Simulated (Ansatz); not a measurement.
# What SrLiBr3 (built on the sites of a database entry of BaLiF3) distorts into

Wanted: the energy along a soft mode of SrLiBr3 (built on the sites of a database entry of BaLiF3) and the structure at the end.

Calculated with Ansatz 0.2.0; DFT LDA, scalar-relativistic, plane waves, norm-conserving pseudopotentials.

Report form: the programs' logs are mostly left out.

The structure was built from a prototype and need not be the compound's stable phase.

**1. Starting point**

Symmetry: Pm-3m, No. 221, cubic system. Conventional cell: a = 4.937 Å, b = 4.937 Å, c = 4.937 Å, α = 90.00°, β = 90.00°, γ = 90.00°. Nearest to Sr lie 12 Br at 3.49 Å. Nearest to Li lie 6 Br at 2.47 Å. Nearest to Br lie 2 Li at 2.47 Å and 4 Sr at 3.49 Å. Farther neighbours and most contacts between anions are not listed.

**2. Phonons on a q mesh**

The cell comes from relaxations at this level that are not shown. Stability and thermal properties need the whole zone. Linear response on a 2×2×2 q mesh gives force constants as far as a supercell of that size would, and the tensors from the zone-centre run are typed in so that the long-range dipole term is interpolated apart.

input.yaml

```yaml
crystal:
  lattice:
    - [4.9372379283, 0.0, 0.0]
    - [0.0, 4.9372379283, 0.0]
    - [0.0, 0.0, 4.9372379283]
  atoms:
    - { symbol: Sr, position: [0.0, 0.0, 0.0] }
    - { symbol: Li, position: [0.5, 0.5, 0.5] }
    - { symbol: Br, position: [0.0, 0.5, 0.5] }
    - { symbol: Br, position: [0.5, 0.5, 0.0] }
    - { symbol: Br, position: [0.5, 0.0, 0.5] }
kpoints:
  mp_grid: { grid: [4, 4, 4] }
hamiltonian:
  xc: lda
  pseudopotentials: { kind: nc }
scf:
  occupations: { method: fixed }
output:
  eigenvalues: true
phonons:
  method: dfpt
  qmesh: [2, 2, 2]
  temperatures: { t_max: 1000, t_step: 50 }
  qpath:
    path:
      - [[0.0, 0.0, 0.0], [0.0, 0.5, 0.0], [0.5, 0.5, 0.0], [0.0, 0.0, 0.0], [0.5, 0.5, 0.5], [0.0, 0.5, 0.0]]
      - [[0.5, 0.5, 0.5], [0.5, 0.5, 0.0]]
    npoints: 10
  non_analytic_term:
    high_frequency_dielectric_tensor: [[4.1627, 0.0, 0.0], [0.0, 4.1627, 0.0], [0.0, 0.0, 4.1627]]
    born_effective_charges:
      - { species: Sr, tensor: [[2.9488, 0.0, 0.0], [0.0, 2.9488, 0.0], [0.0, 0.0, 2.9488]] }
      - { species: Li, tensor: [[1.13, 0.0, 0.0], [0.0, 1.13, 0.0], [0.0, 0.0, 1.13]] }
      - { species: Br, tensor: [[-1.2182, 0.0, 0.0], [0.0, -1.4303, 0.0], [0.0, 0.0, -1.4303]] }
      - { species: Br, tensor: [[-1.4303, 0.0, 0.0], [0.0, -1.4303, 0.0], [0.0, 0.0, -1.2182]] }
      - { species: Br, tensor: [[-1.4303, 0.0, 0.0], [0.0, -1.2182, 0.0], [0.0, 0.0, -1.4303]] }
    source: "zone-centre run at this cell"
```

Started as:

```sh
$ ansatz run input.yaml --threads 8 --pin off --max-ram 14336MiB --backend cpu --events-out ev --progress --plain --runs-dir out
```

It took 52 s on 8 threads of Intel Xeon Platinum 8488C (Sapphire Rapids), shared host; peak memory 1.4 GiB; 6.2 min of CPU time.

A gap read on the k-mesh alone can miss the band edges.

Numbers from this step:

* gap on the k-mesh: 2.683 eV
* volume per atom: 24.07 Å³
* sum-rule residual before enforcement: 7.86e-5 eV/Å²
* lowest frequency on the path: -84.89 cm⁻¹
* point group: m-3m
* highest frequency on the path or at a solved wavevector: 380.0 cm⁻¹
* highest optical mode at the zone centre (no LO-TO term): 346.6 cm⁻¹
* lowest optical zone-centre mode: -58.4 cm⁻¹
* lowest mode on the q mesh (acoustic modes at Γ apart): -84.89 cm⁻¹

Frequencies (cm⁻¹) solved at each irreducible wavevector; negative means imaginary. Frequencies by wavevector, by row:

```csv
q in reciprocal lattice units,star,mode 1,mode 2,mode 3,mode 4,mode 13,mode 14,mode 15
0 0 0,1,-58.4,-58.4,-58.4,0,346.6,346.6,346.6
0 0 -0.5,3,-48,-48,18.6,18.6,348.5,348.5,366
0 -0.5 -0.5,3,-82,-39,-39,-34.6,350.7,372.3,372.3
-0.5 -0.5 -0.5,1,-84.9,-84.9,-84.9,-46.2,380,380,380
```

Interpolated from a 2×2×2 q mesh, with the LO-TO term (at Γ the limit along the path; where Γ stands inside the path, tables give the limit on arrival). Phonon branches along the path, in cm⁻¹:

```csv
point,branch 1,branch 2,branch 3,branch 4,branch 12,branch 13,branch 14,branch 15
Γ,-58,-58,0,0,133,347,347,376
halfway,-54,-54,18,18,141,348,348,371
X,-48,-48,19,19,161,348,348,366
halfway,-62,-42,-37,22,163,350,361,369
M,-82,-39,-39,-35,174,351,372,372
halfway,-52,-48,-27,28,149,349,354,371
Γ,-58,-58,0,0,133,347,347,376
halfway,-51,-51,-46,-21,157,357,357,371
R,-85,-85,-85,-46,188,380,380,380
halfway,-63,-61,-44,-42,169,361,366,372
X,-48,-48,19,19,161,348,348,366
jump to R,-85,-85,-85,-46,188,380,380,380
halfway,-84,-62,-62,-41,179,365,376,376
M,-82,-39,-39,-35,174,351,372,372
```

Symmetry leaves 4 wavevectors to solve. The lowest mode among them, the acoustic zeros apart, lies at q = (-0.5, -0.5, -0.5) and is imaginary, 84.9i cm⁻¹, so the energy falls along it.

**3. The mode frozen in, largest atomic shift 0 Å**

The mode followed lies at q = (-0.5, -0.5, -0.5) with frequency 84.9i cm⁻¹ and is 3-fold degenerate, the softest among the wavevectors solved. At small amplitude the distorted cell has space group no. 167 by a symmetry search on the positions. The undistorted cell that holds it gives the zero of energy on the same k mesh.

System of this step: SrLiBr3 (built on the sites of a database entry of BaLiF3). It takes space group Pm-3m (No. 221, cubic). The conventional cell has a = 4.937 Å, b = 4.937 Å, c = 4.937 Å, α = 90.00°, β = 90.00°, γ = 90.00°. Nearest to Sr lie 12 Br at 3.49 Å. Nearest to Li lie 6 Br at 2.47 Å. Br has 2 Li at 2.47 Å and 4 Sr at 3.49 Å nearest. Farther neighbours and most contacts between anions are not listed.

input.yaml

```yaml
crystal:
  lattice:
    - [4.9372379283, 4.9372379283, 0.0]
    - [4.9372379283, 0.0, 4.9372379283]
    - [4.9372379283, 0.0, -4.9372379283]
  atoms:
    - { symbol: Sr, position: [0.0, 0.0, 0.0] }
    - { symbol: Sr, position: [0.0, 0.5, 0.5] }
    - { symbol: Li, position: [0.5, 0.25, 0.75] }
    - { symbol: Li, position: [0.5, 0.75, 0.25] }
    - { symbol: Br, position: [0.5, 0.0, 0.5] }
    - { symbol: Br, position: [0.5, 0.5, 0.0] }
    - { symbol: Br, position: [0.5, 0.0, 0.0] }
    - { symbol: Br, position: [0.5, 0.5, 0.5] }
    - { symbol: Br, position: [0.0, 0.5, 0.0] }
    - { symbol: Br, position: [0.0, 0.0, 0.5] }
kpoints:
  mp_grid: { grid: [4, 4, 4] }
hamiltonian:
  xc: lda
  pseudopotentials: { kind: nc }
scf:
  occupations: { method: gaussian, width: 0.02 }
output:
  forces: true
  stress: true
  eigenvalues: true
```

Wall time 1.8 s (8 threads); peak memory 1.7 GiB; 12 s of CPU time.

This step gave:

```
pressure                         : -0.001265 GPa
energy from the undistorted cell : 0 meV/atom
```

At this level the gap is 2.68 eV on the k-mesh of the self-consistent run, which can miss the band edges.

**4. The mode frozen in, largest atomic shift 0.6 Å**

The atoms are moved along the unstable eigenvector, the largest shift by 0.6 Å, with the cell fixed.

input.yaml, the sections that differ from step 3:

```yaml
crystal:
  lattice:
    - [4.9372379283, 4.9372379283, 0.0]
    - [4.9372379283, 0.0, 4.9372379283]
    - [4.9372379283, 0.0, -4.9372379283]
  atoms:
    - { symbol: Sr, position: [0.0, 0.0, 0.0] }
    - { symbol: Sr, position: [0.0, 0.5, 0.5] }
    - { symbol: Li, position: [0.5, 0.25, 0.75] }
    - { symbol: Li, position: [0.5, 0.75, 0.25] }
    - { symbol: Br, position: [0.585931461, -0.085931461, 0.5] }
    - { symbol: Br, position: [0.414068539, 0.585931461, 0.0] }
    - { symbol: Br, position: [0.585931461, 0.0, 0.0] }
    - { symbol: Br, position: [0.414068539, 0.5, 0.5] }
    - { symbol: Br, position: [0.0, 0.414068539, 0.0] }
    - { symbol: Br, position: [0.0, 0.085931461, 0.5] }
# kpoints, hamiltonian, scf, output: as in step 3
```

It took 3.1 s on 8 threads; peak memory 2 GiB.

This step gave:

- pressure: 1.606 GPa
- gap on the k-mesh: 3.698 eV
- energy from the undistorted cell: -95.22 meV/atom

The energy, extrapolated to zero smearing, is -95.22 meV/atom against the undistorted cell.

The run ends at a pressure of 1.61 GPa, with forces up to 0.100 eV/Å.

**5. Energy along the mode, all amplitudes (two of the runs are shown above)**

An imaginary frequency means negative curvature, so the energy should fall and then rise again as anharmonic terms take over.

This step gave:

| Quantity | Value |
| --- | --- |
| depth at the lowest point sampled | 95.22 meV/atom |
| largest atomic shift at that point | 0.6 Å |

Energy from the parent against largest atomic shift:

```csv
largest atomic shift (Å),energy from the parent (meV/atom)
0.000,0
0.040,-1.01
0.080,-4.01
0.140,-11.9
0.220,-27.7
0.320,-52.4
0.450,-82.8
0.600,-95.2
```

Displacement at unit largest shift by atom:

```csv
atom,x (Å),y (Å),z (Å),size
Sr1,0.000,0.000,0.000,0.000
Sr2,0.000,0.000,0.000,0.000
Li3,0.000,0.000,0.000,0.000
Li4,0.000,0.000,0.000,0.000
Br5,0.000,0.707,-0.707,1.000
Br6,0.000,-0.707,0.707,1.000
Br7,0.707,0.707,0.000,1.000
Br8,-0.707,-0.707,0.000,1.000
Br9,-0.707,0.000,-0.707,1.000
Br10,0.707,0.000,0.707,1.000
```

The lowest of the steps tried is the last one, at 0.6 Å, 95.2 meV/atom below the parent; the bottom of the well need not coincide with a step.

**6. Relaxation from the frozen mode**

Starting from the lowest point found, all atoms and the cell are let go, so that strain and other modes of the same symmetry can join in.

Changes to input.yaml since step 4:

```diff
@@ -22,3 +22,3 @@
 scf:
-  occupations: { method: gaussian, width: 0.02 }
+  occupations: { method: fixed }
 output:
@@ -27 +27,6 @@
   eigenvalues: true
+relax:
+  adjacent_minimum: "off"
+  f_tol: 0.002
+  max_steps: 120
+  cell: { stress_tol: 0.03 }
```

Run time: 17 s. Hardware: 8 threads; peak memory 2.1 GiB; 2.1 min of CPU time.

The steps of the relaxation:

```csv
step,energy less that of the first step (eV),largest force component (eV/Å),pressure (GPa),volume (Å³)
1,0.0000,0.0707,1.61,240.70
2,-0.1264,0.0493,-0.60,252.35
3,-0.1377,0.0015,-0.09,249.34
4,-0.1380,0.0014,0.00,248.64
5*,-0.1387,0.0014,0.00,248.64
```

Relaxation steps marked * repeat the geometry before them on a plane-wave basis chosen anew for their cell, so energy and pressure can jump there.

The run keeps the 12 symmetry operations that it works with, so distortions that break them were not tested.

```csv
"conventional cell, symmetrised",before,after,change
a (Å),6.982,7.244,+3.8 %
b (Å),6.982,7.244,+3.8 %
c (Å),17.103,16.411,-4.0 %
volume (Å³/atom),24.07,24.86,+3.3 %
```

The atoms that moved most (Å, as changes of fractional coordinates times the final cell):

```csv
atom,dx,dy,dz,length
Br5,0.000,0.035,-0.035,0.049
Br7,0.035,0.035,0.000,0.049
Br6,0.000,-0.035,0.035,0.049
Br8,-0.035,-0.035,0.000,0.049
Br10,0.035,0.000,0.035,0.049
Br9,-0.035,0.000,-0.035,0.049
```

Final coordinates:

```
Sr Li Br
1.0
     5.12262    5.12262    0.00000
     5.12262    0.00000    5.12262
     4.86589    0.25673   -4.86589
Sr Li Br
2 2 6
Direct
  0.00000 0.00000 0.00000
  0.00000 0.50000 0.50000
  0.50000 0.25000 0.75000
  0.50000 0.75000 0.25000
  0.59268 0.90732 0.50000
  0.40732 0.59268 0.00000
  0.59268 0.00000 0.00000
  0.40732 0.50000 0.50000
  0.00000 0.40732 0.00000
  0.00000 0.09268 0.50000
```

Numbers from this step:

| Item | Value |
| --- | --- |
| pressure | 0.002609 GPa |
| gap on the k-mesh | 3.432 eV |
| volume per atom | 24.86 Å³ |

The distorted start has space group R-3c; the relaxation ends in R-3c.

**7. Summary of results**

| Quantity | Value |
| --- | --- |
| unstable mode of the parent | q = (-0.5, -0.5, -0.5), 85i cm⁻¹ |
| depth at the lowest point sampled | 95.2 meV/atom |
| largest atomic shift at that point | 0.6 Å |
| space group reached (within 0.01 Å) | R-3c |
| energy gained over the parent (first relaxation, on the mesh of the frozen mode) | 109 meV/atom |
| volume per atom, phase reached | 24.9 Å³ |
| gap on the k-mesh, phase reached | 3.43 eV |

Along this mode the structure falls into R-3c, 109 meV/atom below the parent. At the parent's cell the well is 95.22 meV/atom deep on the steps tried, with its lowest point at a shift of 0.6 Å. That is the last step tried, so the steps alone don't bracket the bottom of the well. Relaxing atoms and cell changes the gain by +13.87 meV/atom against the lowest step (energies at zero smearing). The modes of the phase reached were not computed on this path. Of the 4 patterns followed to their end from this parent, this one ends 10.8 meV/atom above the lowest, Imma. Each path keeps the symmetry of its pattern, so a lower phase may lie along a pattern not tried. The starting cell was built on a prototype and not taken from a measurement, so the phase need not exist.

[Logs are printed without paths, hosts, clocks, repeated set-up lines and the standing remarks that a program may print on its own settings, such as how far it seeks lower states.]

[Hosts, paths, dates, database ids (printed as entryN), source tags and the programs' standing remarks are cut or masked in the printed files.]
